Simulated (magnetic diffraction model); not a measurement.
# Magnetic neutron pattern of ZrCoCl6

Space group Fm-3m (no. 225), a = 10.2720 Å.

| site | atom | x | y | z |
| --- | --- | --- | --- | --- |
| 4b | Zr | 1/2 | 0 | 0 |
| 4a | Co | 0 | 0 | 0 |
| 24e | Cl | 0 | 0 | 0.7464 |

This is a made-up structure (elements placed in a structure type, unrelaxed), so the numbers test the method and describe no known phase.

Only Co is taken to order (form factors of Co2+); orders and moment sizes are assumed, and not adapted to the symmetry. Radiation: neutrons of λ = 2.567 Å, 1.5° to 90°; isotropic B of 0.52 Å² (Zr), 0.73 Å² (Co) and 0.64 Å² (Cl). The intensities are simulated: I ∝ L Σ (|F_N|² + |F_M⊥|²) for unpolarised neutrons, with F_M = 2.695 fm/μB × Σ f(s) S exp(2πi Q·r) exp(−B s²) at Q = H ± k (one set where k and −k are equivalent), only the part normal to Q counting and L = 1/(sin²θ cos θ). For a modulated order the moment at position r is S exp(−2πi k·r) + c.c., with S = m/2 for a sine wave of amplitude m and S = m(u + iv)/2 for moments turning in a plane, u and v being orthogonal unit vectors in it; the phase factor of the sum at Q = H + k is then exp(2πi H·r). Form factors are spin-only for 3d ions and dipole or tabulated for f ions, scattering lengths are Sears's of 1992, and absorption is left out. A label names one of the reflections at its angle. The strongest nuclear line in the range is 100, and lines under 0.2 are left out.

Assume the order k = (0 0 1/4), a sine wave with moments along [001] (amplitudes given), 2.9 μB on Co.

Predict the pattern, nuclear and magnetic parts apart.

```tsv
2θ (°)	index	nuclear	magnetic
23.08	(1 1 3/4)	0.0	1.6
25.00	(1 1 1)	4.5	0.0
27.28	(1 1 5/4)	0.0	0.8
28.94	(2 0 0)	58.9	0.0
29.17	(2 0 1/4)	0.0	1.2
38.79	(2 0 7/4)	0.0	0.3
41.39	(2 2 0)	6.5	0.0
41.56	(2 2 1/4)	0.0	0.5
47.92	(3 1 3/4)	0.0	0.7
48.97	(3 1 1)	1.9	0.0
49.11	(2 2 7/4)	0.0	0.2
50.29	(3 1 5/4)	0.0	0.6
51.30	(2 2 2)	75.2	0.0
59.97	(4 0 0)	85.9	0.0
66.00	(3 3 1)	0.4	0.0
67.95	(4 2 0)	52.2	0.0
68.07	(4 2 1/4)	0.0	0.3
75.49	(4 2 2)	4.9	0.0
80.97	(5 1 1)	3.0	0.0
89.95	(4 4 0)	100.0	0.0
```

The strongest magnetic line in the range is (1 1 3/4) at 23.08° (1.6). On top of the Lorentz factor, which all lines share, magnetic lines fade with angle because f falls: for Co2+ it is 0.91, 0.71, 0.49 and 0.18 at sin θ/λ = 0.1, 0.2, 0.3 and 0.5 Å⁻¹, while nuclear lengths stay constant. The order has no net moment.

[Logs are printed without paths, hosts, clocks, repeated set-up lines and the standing remarks that a program may print on its own settings, such as how far it seeks lower states.]
